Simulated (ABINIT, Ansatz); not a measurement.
# KTaO3 (Pm-3m): Raman and infrared activity, part 2 of 4

Aim: Raman and infrared lines of KTaO3 (Pm-3m).

ABINIT 10.8.3; DFT LDA, scalar-relativistic, plane waves, PseudoDojo norm-conserving pseudopotentials.

So far. Step 3 (Relaxation): The volume changes by -3.7 % in this run and stands -3.7 % from the first cell. Step 4 (Self-consistent run for the response): The cell stands at -0.95 GPa: the relaxation ran with a smoothed and higher cutoff and on another k mesh. The relaxed cell has a = 3.939 Å (conventional setting).

## 6. Zone-centre response

The derivative of the wavefunctions by k comes first, since the response to a field is built on it; then the field and the displacements that symmetry doesn't supply are solved at q = 0. By the 2n+1 theorem the first-order wavefunctions also give third derivatives: Raman tensors and the non-linear susceptibility.

It reads the wavefunctions written in step 4.

dfpt_gamma.abi

```
ndtset 3

# common to the responses
getwfk_filepath "gso_WFK"
kptopt 2
nqpt 1
qpt 0.0 0.0 0.0
asr 0
chneut 0

# d/dk
rfelfd1 2
rfdir1 1 1 1
iscf1 -3
tolwfr1 1.0d-20

# displacements, field
rfphon2 1
rfatpol2 1 5
rfdir2 1 1 1
rfelfd2 3
getddk2 1
tolvrs2 1.0d-10
prepanl2 1
prtden2 1

# third order
optdriver3 5
getden_filepath3 "gso_DEN"
get1den3 2
get1wf3 2
getddk3 1
d3e_pert1_elfd3 1
d3e_pert1_phon3 1
d3e_pert1_atpol3 1 5
d3e_pert1_dir3 1 1 1
d3e_pert2_elfd3 1
d3e_pert2_dir3 1 1 1
d3e_pert3_elfd3 1
d3e_pert3_dir3 1 1 1
usepead3 1
tolvrs3 1.0d-10

# basis, mesh and filling
ecut 36.0
ngkpt 6 6 6
nshiftk 1
shiftk 0.5 0.5 0.5
istwfk *1
occopt 1
nband 20
nstep 100
diemac 9.0
prtebands 0
prtgsr 0

# cell and atoms
acell 7.443161413 7.443161413 7.443161413
rprim 
    1.0 0.0 0.0
    0.0 1.0 0.0
    0.0 0.0 1.0
ntypat 3
znucl 19 73 8
natom 5
typat 1 2 3 3 3
xred 
    0.5 0.5 0.5
    0.0 0.0 0.0
    0.5 0.0 0.0
    0.0 0.5 0.0
    0.0 0.0 0.5
pp_dirpath "./pseudo"
pseudos "K.upf, Ta.upf, O.upf"
```

The run is started by

```console
$ OMP_NUM_THREADS=1 mpirun -n 16 abinit dfpt_gamma.abi > dfpt_gamma.log
```

Numbers of over 12 decimals in the logs are rounded to 6 here.

dfpt_gamma.abo, the main output file:

```text
[banners, grids, parts of the stress and lines that vanish by symmetry left out]
- input  file    -> dfpt_gamma.abi
- output file    -> dfpt_gamma.abo
- root for input  files -> dfpt_gammai
[...]
DATASET    1 : space group Pm -3 m (#221); Bravais cP (primitive cubic)
[...]
nfft =       91125          nkpt =         108
[...]
DATASET    2 : space group Pm -3 m (#221); Bravais cP (primitive cubic)
[...]
nfft =       91125          nkpt =         108
[...]
DATASET    3 : space group Pm -3 m (#221); Bravais cP (primitive cubic)
[...]
mpw =        4266          nfft =       91125          nkpt =         108
[...]
== DATASET  1 ==================================================================
[...]
cutoff_energies: {ecut:  36.0, pawecutdg:  -1.0, }
[...]
-  8.00000   6.00000  201201                  znucl, zion, pspdat
[...]
Perturbation : derivative vs k along direction   1
[...]
-ETOT  1  -28.657879006235     -2.866E+01 3.459E-01 0.000E+00
 ETOT  2  -28.922110001358     -2.642E-01 2.704E-02 0.000E+00
 ETOT  3  -28.933933719107     -1.182E-02 1.211E-03 0.000E+00
 ETOT  4  -28.934715694702     -7.820E-04 1.484E-04 0.000E+00
 ETOT  5  -28.934779068256     -6.337E-05 9.250E-06 0.000E+00
[...]
At SCF step   22   max residual=  9.98E-21 < tolwfr=  1.00E-20 =>converged.
[...]
Perturbation : derivative vs k along direction   2
[...]
-ETOT  1  -28.655648015706     -2.866E+01 3.134E-01 0.000E+00
[...]
At SCF step   21   max residual=  9.98E-21 < tolwfr=  1.00E-20 =>converged.
[...]
Perturbation : derivative vs k along direction   3
[...]
-ETOT  1  -28.657879010279     -2.866E+01 3.459E-01 0.000E+00
[...]
At SCF step   22   max residual=  9.98E-21 < tolwfr=  1.00E-20 =>converged.
[...]
1        1       0.6952355009   -0.0000000000
     1        2       0.0000000000    0.0000000000
     1        3       0.0000000000    0.0000000000
     2        1       0.0000000000    0.0000000000
     2        2       0.6952355009   -0.0000000000
     2        3       0.0000000000    0.0000000000
     3        1       0.0000000000    0.0000000000
     3        2       0.0000000000    0.0000000000
     3        3       0.6952355009   -0.0000000000
[...]
== DATASET  2 ==================================================================
[...]
cutoff_energies: {ecut:  36.0, pawecutdg:  -1.0, }
[...]
Perturbation : displacement of atom   1   along direction   1
[...]
-ETOT  1   4.475975     -1.813E+03 4.889E+00 3.231E+02
[...]
At SCF step   12       vres2   =  1.86E-11 < tolvrs=  1.00E-10 =>converged.
[...]
Perturbation : displacement of atom   2   along direction   1
[...]
-ETOT  1   5.406685     -2.536E+03 1.165E+01 7.685E+02
[...]
At SCF step   13       vres2   =  1.79E-11 < tolvrs=  1.00E-10 =>converged.
[...]
Perturbation : displacement of atom   3   along direction   1
[...]
-ETOT  1   19.816165433397     -3.367E+03 4.884E+00 1.640E+04
[...]
At SCF step   13       vres2   =  4.85E-11 < tolvrs=  1.00E-10 =>converged.
[...]
Perturbation : displacement of atom   3   along direction   2
[...]
-ETOT  1   7.960437     -3.357E+03 1.525E+00 5.864E+03
[...]
At SCF step   12       vres2   =  3.56E-11 < tolvrs=  1.00E-10 =>converged.
[...]
Perturbation : homogeneous electric field along direction   1
[...]
-ETOT  1  -97.378219898836     -9.738E+01 3.955E+00 4.084E+03
[...]
At SCF step   13       vres2   =  4.95E-12 < tolvrs=  1.00E-10 =>converged.
[...]
Perturbation : homogeneous electric field along direction   2
[...]
-ETOT  1  -97.349483494017     -9.735E+01 3.955E+00 4.073E+03
[...]
At SCF step   13       vres2   =  1.01E-11 < tolvrs=  1.00E-10 =>converged.
[...]
Perturbation : homogeneous electric field along direction   3
[...]
-ETOT  1  -97.378219722826     -9.738E+01 3.955E+00 4.084E+03
[...]
ETOT 12  -101.40279051957     -9.534E-11 6.545E-11 1.167E-10
 ETOT 13  -101.40279051958     -9.621E-12 1.445E-11 8.879E-11
 At SCF step   13       vres2   =  8.88E-11 < tolvrs=  1.00E-10 =>converged.
[...]
Dielectric tensor, in cartesian coordinates,
[...]
1    7   1    7         5.3365323202        -0.0000000000
   1    7   2    7        -0.0000000000        -0.0000000000
   1    7   3    7        -0.0000000000        -0.0000000000
   2    7   1    7        -0.0000000000        -0.0000000000
   2    7   2    7         5.3365323202        -0.0000000000
   2    7   3    7        -0.0000000000        -0.0000000000
   3    7   1    7        -0.0000000000        -0.0000000000
   3    7   2    7        -0.0000000000        -0.0000000000
   3    7   3    7         5.3365323202        -0.0000000000
  Effective charges, in cartesian coordinates,
[...]
1    1   1    7         1.1537883860         0.0000000000
   2    1   1    7         0.0000000000         0.0000000000
   3    1   1    7         0.0000000000         0.0000000000
   1    2   1    7         8.6296020435         0.0000000000
   2    2   1    7         0.0000000000         0.0000000000
[...]
Effective charges, in cartesian coordinates,
[...]
2    7   1    5         0.0000000000         0.0000000000
   3    7   1    5         0.0000000000         0.0000000000
   1    7   2    5         0.0000000000         0.0000000000
   2    7   2    5        -1.6788235798         0.0000000000
   3    7   2    5         0.0000000000         0.0000000000
   1    7   3    5         0.0000000000         0.0000000000
   2    7   3    5         0.0000000000         0.0000000000
   3    7   3    5        -6.4037237145         0.0000000000
  Phonon wavevector (reduced coordinates) :  0.00000  0.00000  0.00000
 Phonon energies in Hartree :
[...]
Phonon frequencies in cm-1    :
- -1.361380E+00 -1.361379E+00 -1.361379E+00  1.064543E+02  1.064543E+02
-  1.064543E+02  1.848644E+02  1.848644E+02  1.848644E+02  2.530850E+02
-  2.530850E+02  2.530850E+02  5.546946E+02  5.546946E+02  5.546946E+02
  Phonon at Gamma, with non-analyticity in the
[...]
Phonon energies in Hartree :
[...]
Phonon frequencies in cm-1    :
- -1.361380E+00 -1.361379E+00 -1.360133E+00  1.064543E+02  1.064543E+02
-  1.759529E+02  1.848644E+02  1.848644E+02  2.530850E+02  2.530850E+02
-  2.530850E+02  4.018181E+02  5.546946E+02  5.546946E+02  8.172811E+02
  Phonon at Gamma, with non-analyticity in the
[...]
Phonon energies in Hartree :
[...]
Phonon frequencies in cm-1    :
- -1.361380E+00 -1.361379E+00 -1.360133E+00  1.064543E+02  1.064543E+02
-  1.759529E+02  1.848644E+02  1.848644E+02  2.530850E+02  2.530850E+02
-  2.530850E+02  4.018181E+02  5.546946E+02  5.546946E+02  8.172811E+02
  Phonon at Gamma, with non-analyticity in the
[...]
Phonon energies in Hartree :
[...]
Phonon frequencies in cm-1    :
- -1.361379E+00 -1.361379E+00 -1.360133E+00  1.064543E+02  1.064543E+02
-  1.759529E+02  1.848644E+02  1.848644E+02  2.530850E+02  2.530850E+02
-  2.530850E+02  4.018181E+02  5.546946E+02  5.546946E+02  8.172811E+02
[...]
== DATASET  3 ==================================================================
[...]
cutoff_energies: {ecut:  36.0, pawecutdg:  -1.0, }
[...]
1          1       -0.000000000       -0.000000000       -0.000000000
[...]
1          2       -0.000000000       -0.000000000       -0.000000000
[...]
1          3       -0.000000000       -0.000000000       -0.000000000
[...]
2          1       -0.000000000       -0.000000000       -0.000000000
[...]
2          2       -0.000000000       -0.000000000       -0.000000000
[...]
2          3       -0.000000000       -0.000000000       -0.000000000
[...]
3          1       -0.000000000       -0.000000000       -0.000000000
[...]
3          2       -0.000000000       -0.000000000       -0.000000000
[...]
3          3       -0.000000000       -0.000000000       -0.000000000
[...]
4          1       -0.000000000       -0.000000000       -0.000000000
[...]
4          2       -0.000000000       -0.000000000       -0.000000000
[...]
4          3       -0.000000000       -0.000000000       -0.000000000
[...]
5          1       -0.000000000       -0.000000000       -0.000000000
[...]
5          2       -0.000000000       -0.000000000       -0.000000000
[...]
5          3       -0.000000000       -0.000000000       -0.000000000
[...]
strten2     0.0000000000E+00  0.0000000000E+00  0.0000000000E+00
           strten3     0.0000000000E+00  0.0000000000E+00  0.0000000000E+00
================================================================================
```

Wall time 5.5 min (16 MPI ranks of Arm Neoverse V2, shared host); 88 min of CPU time.

Numbers from this step:

```yaml
miss_of_the_charge_sum_rule: 0.02202 e
largest_acoustic_frequency_at_the_zone_centre_before_the_sum_rule: -1.36 cm⁻¹
highest_optical_zone_centre_mode_no_lo_to_term: 554.7 cm⁻¹
lowest_optical_zone_centre_mode: 106.5 cm⁻¹
mean_high_frequency_dielectric_constant: 5.337
largest_born_charge_in_size_third_of_the_trace: 8.630 e
```

Born charge (rows field, columns displacement), before the sum rule (e), principal values of the symmetric part by kind of site:

```csv
atom,atoms with these values,low,middle,high,mean
K1,1,1.15,1.15,1.15,1.15
Ta2,1,8.63,8.63,8.63,8.63
O3,3,-6.40,-1.68,-1.68,-3.25
```

In full for O3:

```
-6.40  0.00  0.00
 0.00 -1.68  0.00
 0.00  0.00 -1.68
```

High-frequency dielectric tensor:

```
5.34 0.00 0.00
0.00 5.34 0.00
0.00 0.00 5.34
```

The acoustic modes at Γ come out as far as 1.4 cm⁻¹ from zero, where they should vanish, a small numerical error; the Born charges miss their sum rule by 0.022 e, which is fair.

## 7. Zone-centre analysis

anaddb reads the merged derivatives, imposes the acoustic sum rule and charge neutrality, and adds the LO-TO term along chosen directions.

anaddb.abi

```
ddb_filepath "gamma_DDB"
output_file "anaddb.abo"
outdata_prefix "anaddb"
asr 1
chneut 1
enunit 2
eivec 1
nph1l 1
qph1l 0.0 0.0 0.0 1.0
dieflag 1
nph2l 3
qph2l 
    1.0 0.0 0.0 0.0
    0.0 0.0 1.0 0.0
    1.0 1.0 1.0 0.0
nlflag 1
ramansr 1
alphon 1
prtmbm 1
```

mrgddb.in

```
gamma_DDB
merged
3
dfpt_gammao_DS2_DDB
dfpt_gammao_DS3_DDB
gso_DDB
```

The run is started by

```console
$ mrgddb < mrgddb.in > mrgddb.log
$ OMP_NUM_THREADS=1 anaddb anaddb.abi > anaddb.log
```

anaddb.abo, the main output file:

```text
[banners, grids, parts of the stress and lines that vanish by symmetry left out]
-outvars_anaddb: echo values of input variables ----------------------

 Flags :
[...]
Dielectric Tensor and Effective Charges
[...]
Effective charge tensors after
[...]
1          1       -0.000000000       -0.000000000       -0.000000000
[...]
1          2       -0.000000000       -0.000000000       -0.000000000
[...]
1          3       -0.000000000       -0.000000000       -0.000000000
[...]
2          1       -0.000000000       -0.000000000       -0.000000000
[...]
2          2       -0.000000000       -0.000000000       -0.000000000
[...]
2          3       -0.000000000       -0.000000000       -0.000000000
[...]
3          1       -0.000000000       -0.000000000       -0.000000000
[...]
3          2       -0.000000000       -0.000000000       -0.000000000
[...]
3          3       -0.000000000       -0.000000000       -0.000000000
[...]
4          1       -0.000000000       -0.000000000       -0.000000000
[...]
4          2       -0.000000000       -0.000000000       -0.000000000
[...]
4          3       -0.000000000       -0.000000000       -0.000000000
[...]
5          1       -0.000000000       -0.000000000       -0.000000000
[...]
5          2       -0.000000000       -0.000000000       -0.000000000
[...]
5          3       -0.000000000       -0.000000000       -0.000000000
[...]
Phonon wavevector (reduced coordinates) :  0.00000  0.00000  0.00000
 Phonon energies in Hartree :
[...]
Phonon energies in meV     :
-  0.000000E+00  0.000000E+00  0.000000E+00  1.320529E+01  1.320529E+01
-  1.320529E+01  2.292109E+01  2.292109E+01  2.292109E+01  3.138749E+01
-  3.138749E+01  3.138749E+01  6.877094E+01  6.877094E+01  6.877094E+01
 Phonon frequencies in cm-1    :
-  0.000000E+00  0.000000E+00  0.000000E+00  1.065078E+02  1.065078E+02
-  1.065078E+02  1.848710E+02  1.848710E+02  1.848710E+02  2.531572E+02
-  2.531572E+02  2.531572E+02  5.546750E+02  5.546750E+02  5.546750E+02
 Phonon frequencies in Thz     :
-  0.000000E+00  0.000000E+00  0.000000E+00  3.193024E+00  3.193024E+00
-  3.193024E+00  5.542295E+00  5.542295E+00  5.542295E+00  7.589461E+00
-  7.589461E+00  7.589461E+00  1.662874E+01  1.662874E+01  1.662874E+01
 Phonon energies in Kelvin  :
-  0.000000E+00  0.000000E+00  0.000000E+00  1.532410E+02  1.532410E+02
-  1.532410E+02  2.659882E+02  2.659882E+02  2.659882E+02  3.642367E+02
-  3.642367E+02  3.642367E+02  7.980536E+02  7.980536E+02  7.980536E+02
[...]
-  1  0.00000000E+00  0.00000000E+00 -1.43059558E-03
-     0.00000000E+00  0.00000000E+00  0.00000000E+00
-  2  0.00000000E+00  0.00000000E+00 -1.43059351E-03
-     0.00000000E+00  0.00000000E+00  0.00000000E+00
-  3  0.00000000E+00  0.00000000E+00 -1.43059796E-03
-     0.00000000E+00  0.00000000E+00  0.00000000E+00
-  4  0.00000000E+00  0.00000000E+00 -1.43059796E-03
-     0.00000000E+00  0.00000000E+00  0.00000000E+00
-  5  0.00000000E+00  0.00000000E+00 -1.43059774E-03
-     0.00000000E+00  0.00000000E+00  0.00000000E+00
[...]
-  1  0.00000000E+00  1.43059558E-03  0.00000000E+00
-     0.00000000E+00  0.00000000E+00  0.00000000E+00
-  2  0.00000000E+00  1.43059351E-03  0.00000000E+00
-     0.00000000E+00  0.00000000E+00  0.00000000E+00
-  3  0.00000000E+00  1.43059796E-03  0.00000000E+00
-     0.00000000E+00  0.00000000E+00  0.00000000E+00
-  4  0.00000000E+00  1.43059774E-03  0.00000000E+00
-     0.00000000E+00  0.00000000E+00  0.00000000E+00
-  5  0.00000000E+00  1.43059796E-03  0.00000000E+00
-     0.00000000E+00  0.00000000E+00  0.00000000E+00
[...]
-  1  1.43059558E-03  0.00000000E+00  0.00000000E+00
-     0.00000000E+00  0.00000000E+00  0.00000000E+00
-  2  1.43059351E-03  0.00000000E+00  0.00000000E+00
-     0.00000000E+00  0.00000000E+00  0.00000000E+00
-  3  1.43059774E-03  0.00000000E+00  0.00000000E+00
-     0.00000000E+00  0.00000000E+00  0.00000000E+00
-  4  1.43059796E-03  0.00000000E+00  0.00000000E+00
-     0.00000000E+00  0.00000000E+00  0.00000000E+00
[...]
-  4  2.12552075E-03  0.00000000E+00  0.00000000E+00
[...]
-  5  2.12552075E-03  0.00000000E+00  0.00000000E+00
[...]
-     1         -0.000000     0.000000     0.000012     0.000012
-     2         -0.000000    -0.000012    -0.000000     0.000012
[...]
-    14          0.000000     4.369079     0.000000     4.369079
-    15          4.369079     0.000000     0.000000     4.369079
[...]
-   1     Real    0.0000E+00  0.0000E+00  0.0000E+00  0.0000E+00  0.0000E+00  0.0000E+00  0.0000E+00
[...]
-   2     Real    0.0000E+00  0.0000E+00  0.0000E+00  0.0000E+00  0.0000E+00  0.0000E+00  0.0000E+00
[...]
-   3     Real    0.0000E+00  0.0000E+00  0.0000E+00  0.0000E+00  0.0000E+00  0.0000E+00  0.0000E+00
[...]
-   4     Real    0.0000E+00  0.0000E+00  1.0413E-03  0.0000E+00  0.0000E+00  0.0000E+00  1.0413E-03
[...]
-   5     Real    0.0000E+00  1.0413E-03  0.0000E+00  0.0000E+00  0.0000E+00  0.0000E+00  1.0413E-03
[...]
-   6     Real    1.0413E-03  0.0000E+00  0.0000E+00  0.0000E+00  0.0000E+00  0.0000E+00  1.0413E-03
[...]
-   7     Real    0.0000E+00  0.0000E+00  1.5124E-04  0.0000E+00  0.0000E+00  0.0000E+00  1.5124E-04
[...]
-   8     Real    0.0000E+00  1.5124E-04  0.0000E+00  0.0000E+00  0.0000E+00  0.0000E+00  1.5124E-04
[...]
-   9     Real    1.5124E-04  0.0000E+00  0.0000E+00  0.0000E+00  0.0000E+00  0.0000E+00  1.5124E-04
[...]
-  10     Real    0.0000E+00  0.0000E+00  0.0000E+00  0.0000E+00  0.0000E+00  0.0000E+00  0.0000E+00
[...]
-  11     Real    0.0000E+00  0.0000E+00  0.0000E+00  0.0000E+00  0.0000E+00  0.0000E+00  0.0000E+00
[...]
-  12     Real    0.0000E+00  0.0000E+00  0.0000E+00  0.0000E+00  0.0000E+00  0.0000E+00  0.0000E+00
[...]
-  13     Real    0.0000E+00  0.0000E+00  6.5380E-04  0.0000E+00  0.0000E+00  0.0000E+00  6.5380E-04
[...]
-  14     Real    0.0000E+00  6.5380E-04  0.0000E+00  0.0000E+00  0.0000E+00  0.0000E+00  6.5380E-04
[...]
-  15     Real    6.5380E-04  0.0000E+00  0.0000E+00  0.0000E+00  0.0000E+00  0.0000E+00  6.5380E-04
[...]
-         0.000000000       0.000000000       0.000000000
-         0.000000000       0.000000000       0.000000000
-         0.000000000       0.000000000       0.000000000
[...]
-         0.000000000       0.000000000       0.000000000
-         0.000000000       0.000000000       0.000000000
-         0.000000000       0.000000000       0.000000000
[...]
Phonon at Gamma, with non-analyticity in the
[...]
Phonon energies in Hartree :
[...]
Phonon energies in meV     :
-  0.000000E+00  0.000000E+00  0.000000E+00  1.320529E+01  1.320529E+01
-  2.181720E+01  2.292109E+01  2.292109E+01  3.138749E+01  3.138749E+01
-  3.138749E+01  4.985124E+01  6.877094E+01  6.877094E+01  1.013669E+02
 Phonon frequencies in cm-1    :
-  0.000000E+00  0.000000E+00  0.000000E+00  1.065078E+02  1.065078E+02
[...]
Phonon frequencies in Thz     :
[...]
Phonon energies in Kelvin  :
[...]
-  1  0.00000000E+00  0.00000000E+00  1.43059558E-03
[...]
-  2  0.00000000E+00  0.00000000E+00  1.43059351E-03
[...]
-  3  0.00000000E+00  0.00000000E+00  1.43059796E-03
[...]
-  4  0.00000000E+00  0.00000000E+00  1.43059796E-03
[...]
Phonon at Gamma, with non-analyticity in the
[...]
Phonon energies in Hartree :
[...]
Phonon energies in meV     :
[...]
Phonon frequencies in cm-1    :
[...]
Phonon frequencies in Thz     :
[...]
Phonon energies in Kelvin  :
[...]
Phonon at Gamma, with non-analyticity in the
[...]
Phonon energies in Hartree :
[...]
Phonon energies in meV     :
[...]
Phonon frequencies in cm-1    :
[...]
Phonon frequencies in Thz     :
[...]
Phonon energies in Kelvin  :
[...]
-  2.531780E+02  2.659882E+02  2.659882E+02  3.642367E+02  3.642367E+02
-  3.642367E+02  5.784996E+02  7.980536E+02  7.980536E+02  1.176314E+03
[...]
-  4  1.70629990E-03  2.66358247E-03 -5.78696469E-04
[...]
-  5  1.70629990E-03 -1.12760343E-03  1.36697506E-03
[...]
-         0.000000000       0.000000000       0.000000000
-         0.000000000       0.000000000       0.000000000
[...]
Direction                     Dielectric constant
[...]
0.00000   0.00000   1.00000    149.70120537
   1.00000   1.00000   1.00000    149.70120537
-
```

Wall time 1.2 s (1 thread).

Numbers from this step:

```yaml
mean_static_dielectric_constant: 149.7
highest_mode_moved_by_the_lo_to_term: 817.6 cm⁻¹
```

No LO-TO term; unit eigenvectors of the mass-weighted matrix, from anaddb's displacements. Modes at Γ, with each element's share of the kinetic energy:

```csv
mode,frequency (cm⁻¹),symmetry,K %,Ta %,O %
1,0.0,acoustic,15,68,18
2,0.0,acoustic,15,68,18
3,0.0,acoustic,15,68,18
4,106.5,T1u,5,27,68
5,106.5,T1u,5,27,68
6,106.5,T1u,5,27,68
7,184.9,T1u,81,5,14
8,184.9,T1u,81,5,14
9,184.9,T1u,81,5,14
10,253.2,T2u,0,0,100
11,253.2,T2u,0,0,100
12,253.2,T2u,0,0,100
13,554.7,T1u,0,0,100
14,554.7,T1u,0,0,100
15,554.7,T1u,0,0,100
```

Displacements in mode 4 (106.5 cm⁻¹), the largest set to 1:
```
K1   0.00  0.00 -0.28
Ta2  0.00  0.00  0.31
O3   0.00  0.00 -1.00
O4   0.00  0.00 -1.00
O5   0.00  0.00 -0.81
```

Displacements in mode 13 (554.7 cm⁻¹), the largest set to 1:
```
K1   0.00  0.00  0.01
Ta2  0.00  0.00  0.01
O3   0.00  0.00  0.42
O4   0.00  0.00  0.42
O5   0.00  0.00 -1.00
```

Trace of the oscillator strength, degenerate modes summed. Lines of the infrared spectrum (strongest = 100):

```
position (cm⁻¹)  lines merged  IR intensity, relative
            106             3                     100
            185             3                      15
            253             3                     0.0
            555             3                      63
```

Static dielectric tensor (ions relaxed, fixed cell):

```
149.7   0.0   0.0
  0.0 149.7   0.0
  0.0   0.0 149.7
```

The rule moves no optical mode by more than 0.1 cm⁻¹.

[end of part 2 of 4]

[Host names and launcher messages were left out of these logs when they were recorded.]

[Logs are printed without paths, hosts, clocks, repeated set-up lines and the standing remarks that a program may print on its own settings, such as how far it seeks lower states.]

[Hosts, paths, dates, database ids (printed as entryN), source tags and the programs' standing remarks are cut or masked in the printed files.]
